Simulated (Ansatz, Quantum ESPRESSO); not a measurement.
**WSe2 [001], 2H: pulling along c**

The c axis is held at a set length while the cell relaxes sideways. How do the lateral strain and the stress follow? The strained cell has c along the load; unstrained it is a = 3.2774 Å, b = 3.2774 Å, c = 12.7591 Å, α = 90.00°, β = 90.00°, γ = 120.00°, with 6 atoms.

Calculated with Quantum ESPRESSO 7.5, PBE-D3(BJ), GBRV 1.5 ultrasoft potentials, cutoff 680 eV, Fermi–Dirac smearing 0.02 eV, k-mesh 10×10×3, no spin polarisation, no spin-orbit coupling.

Relaxed positions at 0 %:

```csv
atom,x,y,z
W,0.3333,0.6667,0.2500
W,0.6667,0.3333,0.7500
Se,0.3333,0.6667,0.6179
Se,0.6667,0.3333,0.1179
Se,0.3333,0.6667,0.8821
Se,0.6667,0.3333,0.3821
```

| ε_c (%) | a (Å) | c (Å) | ε_a (%) | σ (GPa, tension positive) |
| --- | --- | --- | --- | --- |
| −3 | 3.2850 | 12.3763 | 0.231 | −2.61 |
| −2 | 3.2820 | 12.5039 | 0.142 | −1.57 |
| −1 | 3.2795 | 12.6315 | 0.064 | −0.70 |
| 0 | 3.2774 | 12.7591 | 0.000 | 0.01 |
| 1 | 3.2755 | 12.8867 | −0.057 | 0.64 |
| 3 | 3.2728 | 13.1419 | −0.139 | 1.60 |

**Question.** Fit both responses and give the free strain and the stress at +2 %, a row left out above.

Least squares with y = y0 + y1 ε + y2 ε² (ε in %) gives ε_a = −0.001 + (−0.0615) ε + (0.0052) ε² and σ = 0.03 + (0.696) ε + (−0.058) ε² GPa. The linear terms put the ratio of free to applied strain at −0.061 and the Young modulus at 70 GPa.

At +2 % the free strain comes out as −0.103 %. The run itself gives −0.104 %, so the estimate misses by 0.001 %, a rounding's worth.

The stress comes out as 1.19 GPa. The run itself gives 1.15 GPa, so the estimate misses by 0.04 GPa; the fitted rows themselves lie up to 0.03 GPa off the law.

The negative ε² term means that the crystal stiffens in compression and softens in tension.

The same fit over all rows at other levels or in other programs gives the strain ratio = −0.055 with PBE-D3(BJ) (Ansatz) and −0.057 with PBE-D3(BJ) (Quantum ESPRESSO, PseudoDojo).

[Logs are printed without paths, hosts, clocks, repeated set-up lines and the standing remarks that a program may print on its own settings, such as how far it seeks lower states.]
